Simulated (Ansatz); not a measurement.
## Se on Ta(100): change of the work function

Wanted: Δφ(θ) for Se/Ta(100), starting from the top site.

Main program and level: Ansatz 0.2.0; plane-wave DFT, LDA, Ansatz PAW, in the first sound run; inputs show where later runs differ.

**1. The structure**

The cell holds 5 atoms: 5 Ta. Cell: a = 3.310 Å, b = 3.310 Å, c = 24.620 Å, α = 90.0°, β = 90.0°, γ = 90.0°. Vacuum lies along c.

**2. The clean slab**

The bare slab comes first, as the zero from which every change is counted. The two lowest layers are held at bulk places and the upper ones relax. The dipole correction removes the false field that a one-sided slab makes across the periodic vacuum, so each face gets a flat vacuum level of its own.

input.yaml reads:

```yaml
crystal:
  lattice:
    - [3.31, 0.0, 0.0]
    - [0.0, 3.31, 0.0]
    - [0.0, 0.0, 24.62]
  atoms:
    - { symbol: Ta, position: [0.0, 0.0, 0.3655564582] }
    - { symbol: Ta, position: [0.5, 0.5, 0.4327782291] }
    - { symbol: Ta, position: [0.0, 0.0, 0.5] }
    - { symbol: Ta, position: [0.5, 0.5, 0.5672217709] }
    - { symbol: Ta, position: [0.0, 0.0, 0.6344435418] }
kpoints:
  mp_grid: { grid: [9, 9, 1] }
hamiltonian:
  xc: lda
scf:
  occupations: { method: fermi_dirac, width: 0.1 }
  convergence: { dr2_threshold: 1.0e-08 }
efield:
  axis: 3
  dipole_correction: true
  ramp_position: 0.97
  ramp_width: 0.06
relax:
  f_tol: 0.02
  max_steps: 60
  constraints: [{ sites: [0, 1] }]
output:
  write_potential: true
  write_density: true
  volumetric_format: npy
```

Command:

```bash
> ansatz run input.yaml --threads 4 --pin off --max-ram 12288MiB --backend cpu --events-out ev --progress --plain --runs-dir out
```

Numbers of over 12 decimals in the logs are rounded to 6 here.

Output:

```text
Engine: ansatz 0.2.0, aarch64-unknown-linux-gnu
Pseudopotentials: kind: paw
Pseudopotential: Ta, paw, valence charge 13, recommended cutoff 420 eV (normal), Ta.paw.azcp
Functional definition: SPW92
  exchange = slater_x
  correlation = pw_c
Crystal: 5 atoms, lattice volume = 269.739 Å³
Basis set: ecut = 420 eV, 5323 PW (Γ)
Bands: 39, of which v1, the nominal top of the filled ones, is band 33 counted from 1 (32 counted from 0)
Symmetry: 8 space group operations
k-points: 15 of 81
Non-local potential: Ta, projectors of the file, l = 0: 3, l = 1: 2, l = 2: 2, l = 3: 1
PAW form: soft (Blöchl's): semilocal exchange-correlation on the pseudo side does not see the compensation charge
PAW frozen core: Ta, regenerated for the run's functional, and the local potential with it (the file was generated under x = pbe(κ = 0.804, μ = 0.219515), c = pbe(β = 0.066725))
PAW one-centre angular grid: Ta, 590 points (default); XC on 64 Gauss nodes
Initial density: superposition of atomic densities (neutral atoms: chi_scale 0, normalization atom), corrected by the library's trained network
Initial wavefunctions: pseudopotential atomic-orbital guess
Functional: x = slater, c = lda
SCF iter   1: F=—  HF=-48408.607205 eV  |F-HF|=—  |Δ(HF+E_count)|=         —  Δρ=8.10e-3  dr2=2.28e0  ethr=1.77e-3  p=-0.000 e·Å  D=-5.18e-14 V/Å  ΔV_dip=0.00 eV  dr2_dipole=3.68e-9  V_vac-E_F(+/−)=4.44/4.44 eV  ⟨swp⟩=8.1  Hψ=2757  notcnv=0
efield: sawtooth ramp at fractional position 0.9700 (set: `efield.ramp_position`, or a place that a band, a saddle search or an elastic batch's reference lends), width 0.0600; the density the first Hamiltonian is built on has a dipole p = -0.000 e·Å; the dipole correction subtracts the counter field D = -5.18e-14 V/Å, which shifts the + side's vacuum level by +0.00 eV against the − side's; the planar-averaged density in the ramp window peaks in size at 2.5e-5 e/Å³
preconditioner: auto → LDOS  [metal: Δε(μ)=0.039 eV  Ē_g=3.294 eV  σ=0.100 eV  W_gap=0.10  n_scr=44 (ndim 8)  ℏωp=11.3 eV  f_vac=0.563  D(μ)=5.40/eV (n_scr^D=18)  β→1.0]
SCF iter   2: F=—  HF=-48408.514112 eV  |F-HF|=—  |Δ(HF+E_count)|=   9.31e-2  Δρ=3.99e-3  dr2=4.94e-1  ethr=1.77e-3  p=-0.000 e·Å  D=-8.87e-7 V/Å  ΔV_dip=0.00 eV  dr2_dipole=2.58e-9  V_vac-E_F(+/−)=4.16/4.16 eV  ⟨swp⟩=3.2  Hψ=850  notcnv=0
SCF iter   3: F=—  HF=-48408.497072 eV  |F-HF|=—  |Δ(HF+E_count)|=   1.70e-2  Δρ=6.76e-4  dr2=5.68e-3  ethr=7.59e-4  p=0.000 e·Å  D=4.39e-6 V/Å  ΔV_dip=-0.00 eV  dr2_dipole=1.26e-8  V_vac-E_F(+/−)=4.21/4.21 eV  ⟨swp⟩=1.5  Hψ=606  notcnv=0
SCF iter   4: F=—  HF=-48408.497297 eV  |F-HF|=—  |Δ(HF+E_count)|=   2.25e-4  Δρ=2.37e-4  dr2=2.98e-4  ethr=8.73e-6  p=0.000 e·Å  D=4.21e-6 V/Å  ΔV_dip=-0.00 eV  dr2_dipole=1.00e-9  V_vac-E_F(+/−)=4.19/4.19 eV  ⟨swp⟩=2.3  Hψ=809  notcnv=0
SCF iter   5: F=—  HF=-48408.497294 eV  |F-HF|=—  |Δ(HF+E_count)|=   3.11e-6  Δρ=5.94e-5  dr2=1.92e-5  ethr=4.59e-7  p=0.000 e·Å  D=1.52e-6 V/Å  ΔV_dip=-0.00 eV  dr2_dipole=4.63e-12  V_vac-E_F(+/−)=4.19/4.19 eV  ⟨swp⟩=2.6  Hψ=895  notcnv=0
SCF iter   6: F=—  HF=-48408.497294 eV  |F-HF|=—  |Δ(HF+E_count)|=   7.62e-8  Δρ=1.53e-5  dr2=3.75e-6  ethr=2.96e-8  p=0.000 e·Å  D=4.09e-7 V/Å  ΔV_dip=-0.00 eV  dr2_dipole=1.04e-11  V_vac-E_F(+/−)=4.19/4.19 eV  ⟨swp⟩=2.9  Hψ=1017  notcnv=0
SCF iter   7: F=—  HF=-48408.497364 eV  |F-HF|=—  |Δ(HF+E_count)|=   7.04e-5  Δρ=4.20e-6  dr2=1.92e-7  ethr=5.77e-9  p=0.000 e·Å  D=1.80e-7 V/Å  ΔV_dip=-0.00 eV  dr2_dipole=1.58e-12  V_vac-E_F(+/−)=4.19/4.19 eV  ⟨swp⟩=2.5  Hψ=893  notcnv=0
SCF iter   8: F=—  HF=-48408.497364 eV  |F-HF|=—  |Δ(HF+E_count)|=   1.57e-8  Δρ=1.06e-6  dr2=1.32e-8  ethr=2.95e-10  p=0.000 e·Å  D=7.69e-8 V/Å  ΔV_dip=-0.00 eV  dr2_dipole=1.03e-13  V_vac-E_F(+/−)=4.19/4.19 eV  ⟨swp⟩=2.2  Hψ=904  notcnv=0
SCF iter   9: F=-48408.497364 eV  HF=-48408.497364 eV  |F-HF|=2.11e-10  |Δ(HF+E_count)|=   1.05e-9  Δρ=3.38e-7  dr2=6.81e-10  ethr=1.54e-11  p=0.000 e·Å  D=1.92e-8 V/Å  ΔV_dip=-0.00 eV  dr2_dipole=4.28e-14  V_vac-E_F(+/−)=4.19/4.19 eV  ⟨swp⟩=10.5  Hψ=4083  notcnv=0
SCF 1 converged in 9 iterations: F = -48408.497364 eV  dr2 = 6.81e-10
  greatest PAW one-centre occupation: 1.000 electrons in one spin orbital (limit 2), on the Ta atom at site 3 (counted from 0), in its partial waves of l = 0
relax step   1: F+E_penalty+E_count = -48408.49736406 eV  Δ(F+E_penalty+E_count) = +0.000e0 eV  max|allowed force component| = 2.084e0 eV/Å  Δτ_max = 0.0000 Å  (9 SCF iters, accepted)
Initial density: handed on by an earlier stage of this run
Initial wavefunctions: those handed on with the density
SCF iter   1: F=—  HF=-48408.972342 eV  |F-HF|=—  |Δ(HF+E_count)|=         —  Δρ=1.17e-2  dr2=2.14e0  ethr=3.10e-3  p=0.000 e·Å  D=3.18e-7 V/Å  ΔV_dip=-0.00 eV  dr2_dipole=2.68e-1  V_vac-E_F(+/−)=4.28/4.28 eV  ⟨swp⟩=5.7  Hψ=1553  notcnv=0
efield: sawtooth ramp at fractional position 0.9700 (set: `efield.ramp_position`, or a place that a band, a saddle search or an elastic batch's reference lends), width 0.0600; the density the first Hamiltonian is built on has a dipole p = 0.000 e·Å; the dipole correction subtracts the counter field D = 3.18e-7 V/Å, which shifts the + side's vacuum level by -0.00 eV against the − side's; the planar-averaged density in the ramp window peaks in size at 1.8e-6 e/Å³
preconditioner: auto → LDOS  [metal: Δε(μ)=0.055 eV  Ē_g=3.378 eV  σ=0.100 eV  W_gap=0.14  n_scr=44 (ndim 8)  ℏωp=11.3 eV  f_vac=0.573  D(μ)=4.94/eV (n_scr^D=14)  β→1.0]
SCF iter   2: F=—  HF=-48408.836855 eV  |F-HF|=—  |Δ(HF+E_count)|=   1.35e-1  Δρ=5.68e-3  dr2=3.61e-1  ethr=3.10e-3  p=0.021 e·Å  D=1.41e-2 V/Å  ΔV_dip=-0.35 eV  dr2_dipole=1.05e-1  V_vac-E_F(+/−)=3.89/4.24 eV  ⟨swp⟩=2.9  Hψ=901  notcnv=0
SCF iter   3: F=—  HF=-48408.803670 eV  |F-HF|=—  |Δ(HF+E_count)|=   3.32e-2  Δρ=1.75e-3  dr2=3.94e-2  ethr=5.55e-4  p=0.010 e·Å  D=6.83e-3 V/Å  ΔV_dip=-0.17 eV  dr2_dipole=7.99e-4  V_vac-E_F(+/−)=4.05/4.22 eV  ⟨swp⟩=2.8  Hψ=882  notcnv=0
SCF iter   4: F=—  HF=-48408.798633 eV  |F-HF|=—  |Δ(HF+E_count)|=   5.04e-3  Δρ=3.37e-4  dr2=1.85e-3  ethr=6.07e-5  p=0.012 e·Å  D=8.15e-3 V/Å  ΔV_dip=-0.20 eV  dr2_dipole=3.21e-4  V_vac-E_F(+/−)=4.00/4.20 eV  ⟨swp⟩=2.5  Hψ=850  notcnv=0
SCF iter   5: F=—  HF=-48408.798399 eV  |F-HF|=—  |Δ(HF+E_count)|=   2.33e-4  Δρ=7.82e-5  dr2=3.18e-5  ethr=2.85e-6  p=0.013 e·Å  D=8.41e-3 V/Å  ΔV_dip=-0.21 eV  dr2_dipole=3.84e-6  V_vac-E_F(+/−)=3.99/4.20 eV  ⟨swp⟩=2.1  Hψ=819  notcnv=0
[...]
SCF iter   4: F=—  HF=-48408.884426 eV  |F-HF|=—  |Δ(HF+E_count)|=   3.68e-3  Δρ=7.97e-4  dr2=1.74e-2  ethr=1.19e-5  p=0.019 e·Å  D=1.28e-2 V/Å  ΔV_dip=-0.32 eV  dr2_dipole=4.90e-3  V_vac-E_F(+/−)=3.90/4.22 eV  ⟨swp⟩=3.1  Hψ=1250  notcnv=0
SCF iter   5: F=—  HF=-48408.883532 eV  |F-HF|=—  |Δ(HF+E_count)|=   8.94e-4  Δρ=2.20e-4  dr2=1.37e-3  ethr=1.19e-5  p=0.015 e·Å  D=1.03e-2 V/Å  ΔV_dip=-0.25 eV  dr2_dipole=1.52e-4  V_vac-E_F(+/−)=3.95/4.21 eV  ⟨swp⟩=2.0  Hψ=673  notcnv=0
SCF iter   6: F=—  HF=-48408.883489 eV  |F-HF|=—  |Δ(HF+E_count)|=   4.26e-5  Δρ=3.79e-5  dr2=1.45e-5  ethr=2.10e-6  p=0.014 e·Å  D=9.42e-3 V/Å  ΔV_dip=-0.23 eV  dr2_dipole=2.25e-7  V_vac-E_F(+/−)=3.97/4.20 eV  ⟨swp⟩=1.9  Hψ=647  notcnv=0
SCF iter   7: F=—  HF=-48408.883497 eV  |F-HF|=—  |Δ(HF+E_count)|=   7.18e-6  Δρ=2.54e-5  dr2=1.51e-5  ethr=2.23e-8  p=0.013 e·Å  D=9.04e-3 V/Å  ΔV_dip=-0.22 eV  dr2_dipole=1.41e-6  V_vac-E_F(+/−)=3.98/4.20 eV  ⟨swp⟩=3.0  Hψ=1081  notcnv=0
SCF iter   8: F=—  HF=-48408.883491 eV  |F-HF|=—  |Δ(HF+E_count)|=   5.90e-6  Δρ=4.66e-6  dr2=3.55e-7  ethr=2.23e-8  p=0.013 e·Å  D=9.01e-3 V/Å  ΔV_dip=-0.22 eV  dr2_dipole=9.58e-9  V_vac-E_F(+/−)=3.98/4.20 eV  ⟨swp⟩=1.6  Hψ=609  notcnv=0
SCF iter   9: F=—  HF=-48408.883568 eV  |F-HF|=—  |Δ(HF+E_count)|=   7.75e-5  Δρ=1.58e-6  dr2=3.11e-8  ethr=5.46e-10  p=0.013 e·Å  D=8.98e-3 V/Å  ΔV_dip=-0.22 eV  dr2_dipole=1.64e-9  V_vac-E_F(+/−)=3.98/4.20 eV  ⟨swp⟩=2.3  Hψ=813  notcnv=0
SCF iter  10: F=-48408.883568 eV  HF=-48408.883568 eV  |F-HF|=6.69e-10  |Δ(HF+E_count)|=  7.28e-10  Δρ=3.45e-7  dr2=1.03e-9  ethr=1.54e-11  p=0.013 e·Å  D=8.98e-3 V/Å  ΔV_dip=-0.22 eV  dr2_dipole=2.02e-10  V_vac-E_F(+/−)=3.98/4.20 eV  ⟨swp⟩=10.9  Hψ=4363  notcnv=0
SCF 3 converged in 10 iterations: F = -48408.883568 eV  dr2 = 1.03e-9
relax step   3: F+E_penalty+E_count = -48408.88356817 eV  Δ(F+E_penalty+E_count) = -8.511e-2 eV  max|allowed force component| = 4.219e-1 eV/Å  Δτ_max = 0.1950 Å  (10 SCF iters, accepted)
[...]
relax step   4: F+E_penalty+E_count = -48408.89031524 eV  Δ(F+E_penalty+E_count) = -6.747e-3 eV  max|allowed force component| = 4.960e-2 eV/Å  Δτ_max = 0.0317 Å  (8 SCF iters, accepted)
SCF iter   1: F=—  HF=-48408.890391 eV  |F-HF|=—  |Δ(HF+E_count)|=         —  Δρ=2.38e-4  dr2=4.03e-4  ethr=2.96e-5  p=0.013 e·Å  D=8.60e-3 V/Å  ΔV_dip=-0.21 eV  dr2_dipole=4.38e-6  V_vac-E_F(+/−)=3.99/4.20 eV  ⟨swp⟩=1.6  Hψ=850  notcnv=0
efield: sawtooth ramp at fractional position 0.9700 (set: `efield.ramp_position`, or a place that a band, a saddle search or an elastic batch's reference lends), width 0.0600; the density the first Hamiltonian is built on has a dipole p = 0.013 e·Å; the dipole correction subtracts the counter field D = 8.60e-3 V/Å, which shifts the + side's vacuum level by -0.21 eV against the − side's; the planar-averaged density in the ramp window peaks in size at 2.9e-6 e/Å³
preconditioner: auto → LDOS  [metal: Δε(μ)=0.004 eV  Ē_g=3.418 eV  σ=0.100 eV  W_gap=0.01  n_scr=44 (ndim 8)  ℏωp=11.3 eV  f_vac=0.580  D(μ)=4.68/eV (n_scr^D=12)  β→1.0]
SCF iter   2: F=—  HF=-48408.890369 eV  |F-HF|=—  |Δ(HF+E_count)|=   2.14e-5  Δρ=1.23e-4  dr2=1.76e-4  ethr=6.20e-7  p=0.013 e·Å  D=8.78e-3 V/Å  ΔV_dip=-0.22 eV  dr2_dipole=7.91e-6  V_vac-E_F(+/−)=3.98/4.20 eV  ⟨swp⟩=2.1  Hψ=909  notcnv=0
SCF iter   3: F=—  HF=-48408.890360 eV  |F-HF|=—  |Δ(HF+E_count)|=   9.14e-6  Δρ=2.61e-5  dr2=8.61e-6  ethr=2.71e-7  p=0.013 e·Å  D=8.66e-3 V/Å  ΔV_dip=-0.21 eV  dr2_dipole=2.85e-7  V_vac-E_F(+/−)=3.98/4.20 eV  ⟨swp⟩=2.1  Hψ=809  notcnv=0
SCF iter   4: F=—  HF=-48408.890431 eV  |F-HF|=—  |Δ(HF+E_count)|=   7.08e-5  Δρ=5.97e-6  dr2=2.11e-7  ethr=1.33e-8  p=0.013 e·Å  D=8.67e-3 V/Å  ΔV_dip=-0.21 eV  dr2_dipole=4.62e-8  V_vac-E_F(+/−)=3.98/4.20 eV  ⟨swp⟩=2.7  Hψ=980  notcnv=0
SCF iter   5: F=—  HF=-48408.890431 eV  |F-HF|=—  |Δ(HF+E_count)|=   1.15e-7  Δρ=1.74e-6  dr2=1.47e-8  ethr=3.25e-10  p=0.013 e·Å  D=8.66e-3 V/Å  ΔV_dip=-0.21 eV  dr2_dipole=4.01e-11  V_vac-E_F(+/−)=3.98/4.20 eV  ⟨swp⟩=2.1  Hψ=858  notcnv=0
SCF iter   6: F=-48408.890431 eV  HF=-48408.890431 eV  |F-HF|=2.40e-10  |Δ(HF+E_count)|=   4.74e-9  Δρ=5.39e-7  dr2=1.85e-9  ethr=1.54e-11  p=0.013 e·Å  D=8.66e-3 V/Å  ΔV_dip=-0.21 eV  dr2_dipole=3.33e-10  V_vac-E_F(+/−)=3.98/4.20 eV  ⟨swp⟩=10.6  Hψ=4423  notcnv=0
SCF 5 converged in 6 iterations: F = -48408.890431 eV  dr2 = 1.85e-9
relax step   5: F+E_penalty+E_count = -48408.89043128 eV  Δ(F+E_penalty+E_count) = -1.160e-4 eV  max|allowed force component| = 4.166e-3 eV/Å  Δτ_max = 0.0051 Å  (6 SCF iters, accepted)
NSCF: frozen V_eff on 15 k-points
the band table was solved once a step of the walk had ended and its energy, with any forces and stress, was formed, with the checks that follow a solve (2733 applications of the Hamiltonian). They found nothing against the state; the energy, forces and stress were not computed again (output.eigenvalues in the input reference)
WARN: The output density's exchange-correlation potential varies sharply where the density is thin. Do not read a vacuum level from v_tot or v_xc, or from such a field of the output density. On a cell that repeats whose density bears no net charge and no dipole along the vacuum's axis use v_es (v_loc + v_h of the components); under efield.dipole_correction with no amplitude use v_es + v_field, which holds any externa [...]
SCF converged after 6 iterations
Free energy (F): -48408.890431 eV
Harris-Foulkes:  -48408.890431 eV  (|F-HF|=2.40e-10)
Internal energy: -48408.733886 eV  (E = F + TS)
E sigma→0 (E₀):  -48408.812159 eV
Entropy (-TS):   -0.156545 eV (-31.309 meV/atom)
Fermi energy:    3.606962 eV
Dipole field:    D = 0.008641 V/Å  (p = 0.012881 e·Å, saw-weighted, corrected)
Work function:   Φ+ = 3.9830 eV   Φ− = 4.1957 eV
Levels:          The Fermi level and band energies are counted from a zero that moves with the ramp; work functions are not
--- Per-component energies (eV) ---
  E_band       = -1513.077664
  E_kinetic    = 1826.077198
  E_local      = -69519.342438  (includes V_loc(G=0)·N_el)
  E_nonlocal   = 104.334630
  E_hartree    = 33839.450982
  E_xc         = -1079.174322
  E_vxc        = -1013.924160  (∫ρ·V_xc dr)
  E_paw        = -40744.057951  (= ΣΔE_a)
  E_vpaw       = -589.188877  (= ΣTr[D̂ρ^β])
  E_aug_tail   = 0.000724  (compensation charges beyond the density's cutoff)
  E_efield     = 0.000056  (sawtooth field / dipole correction)
  E_vefield    = 0.062683  (∫n·V_field dr)
  E_ewald      = 27162.682722
  E_core_change = 1.294514  (= ΣΔE_core)
  E_smearing   = -0.156545  (= −TS)
  E_closure    = 0.000000  (closes the sum)
  Σ components = -48408.890431   (vs F -48408.890431, Δ=0.00e0)
--- Forces (eV/Å), atoms counted from 1 ---
  atom   1  Ta    -0.00000000     0.00000000     2.05696255
  atom   2  Ta    -0.00000000     0.00000000    -2.06111694
  atom   3  Ta    -0.00000000     0.00000000    -0.00342773
  atom   4  Ta    -0.00000000     0.00000000     0.00416645
  atom   5  Ta    -0.00000000     0.00000000     0.00333609
  max |Σ_I F_I| component: 7.96e-5 eV/Å
--- Band table (eV; the first three rows and the last of 15) ---
  k-point 0: bands = [... 29 lower, 3.7135, 3.7926, 4.0497, 4.0497, 4.2957, 4.2957, 4.6748, 4.6748, ... 2 higher]
  k-point 1: bands = [... 29 lower, 3.3089, 3.6050, 3.6114, 4.0170, 4.1517, 4.3026, 4.4593, 4.7970, ... 2 higher]
  k-point 2: bands = [... 29 lower, 2.9385, 2.9547, 3.3948, 3.6567, 4.1227, 4.1550, 4.6955, 5.2072, ... 2 higher]
  k-point 14: bands = [... 29 lower, 2.5746, 2.6175, 3.2371, 3.4018, 5.2366, 5.3658, 5.6153, 5.6165, ... 2 higher]
--- Relaxed structure (5 steps of the walk, 5 accepted, 0 SCFs on fresh bases) ---
  F+E_penalty+E_count = -48408.89043128 eV   max|allowed force component| = 4.166e-3 eV/Å
  atoms:
    - { symbol: Ta, position: [0.0, 0.0, 0.3655564582] }
    - { symbol: Ta, position: [0.5, 0.5, 0.4327782291] }
    - { symbol: Ta, position: [0, 0.0, 0.496967] }
    - { symbol: Ta, position: [0.5, 0.5, 0.563515] }
    - { symbol: Ta, position: [0, 0.0, 0.618559] }
```

Elapsed: 18 s, on 4 threads of Arm Neoverse V1, shared host; peak memory 0.57 GiB; 71 s of CPU time.

The steps of the relaxation:

```csv
step,energy less that of the first step (eV),largest force component (eV/Å)
1,0.0000,2.0843
2,-0.3011,0.6501
3,-0.3862,0.4219
4,-0.3930,0.0496
5,-0.3931,0.0042
```

The run keeps the 8 symmetry operations that it works with, so distortions that break them were not tested.

The atoms that moved most (Å):

```csv
atom,dx,dy,dz,length
Ta5,0.000,0.000,-0.391,0.391
Ta4,0.000,0.000,-0.091,0.091
Ta3,0.000,0.000,-0.075,0.075
```

The relaxed structure:

```xyz
5
Lattice="3.3100 0.0000 0.0000 0.0000 3.3100 0.0000 0.0000 0.0000 24.6200" Properties=species:S:1:pos:R:3
Ta    0.0000    0.0000    9.0000
Ta    1.6550    1.6550   10.6550
Ta    0.0000    0.0000   12.2353
Ta    1.6550    1.6550   13.8737
Ta    0.0000    0.0000   15.2289
```

This step gave:

```yaml
energy_at_zero_smearing: -48408.8122 eV
work_function_upper_face: 3.983 eV
work_function_lower_face: 4.196 eV
dipole_along_the_normal: 0.01288 e·Å
step_between_the_vacuum_levels: -0.2127 eV
```

Running mean over 1.655 Å of the planar mean; the ramp of the sawtooth is left out. Electron's electrostatic potential energy less the Fermi level against z:

```csv
z (Å),electron's electrostatic potential energy less the Fermi level (eV)
3.5,4.20
4.0,4.19
4.5,4.19
5.0,4.18
5.5,4.16
6.0,4.08
6.5,3.86
7.0,3.25
7.5,1.52
8.0,-2.33
8.5,-7.00
9.0,-9.55
9.5,-10.0
10.0,-9.94
10.5,-9.99
11.0,-10.4
11.5,-10.6
12.0,-10.4
12.5,-10.1
13.0,-10.1
13.5,-10.3
14.0,-11.5
14.5,-12.6
15.0,-11.7
15.5,-8.92
16.0,-4.50
16.5,0.0838
17.0,2.62
17.5,3.52
18.0,3.83
18.5,3.93
19.0,3.97
19.5,3.98
20.0,3.98
20.5,3.98
21.0,3.98
21.5,3.98
```

The relaxation took 5 steps and lowered the energy by 0.39 eV; the largest force on the free atoms ends at 0.0042 eV/Å.

The work function of the upper face is 3.98 eV.

(Continued in part 2 of 5.)

[Logs are printed without paths, hosts, clocks, repeated set-up lines and the standing remarks that a program may print on its own settings, such as how far it seeks lower states.]

[Hosts, paths, dates, database ids (printed as entryN), source tags and the programs' standing remarks are cut or masked in the printed files.]

[Maps of the electrostatic potential energy from Ansatz leave out the sawtooth potential of an applied field or a dipole correction, so their vacuum need not be flat; planar profiles and work functions include it.]
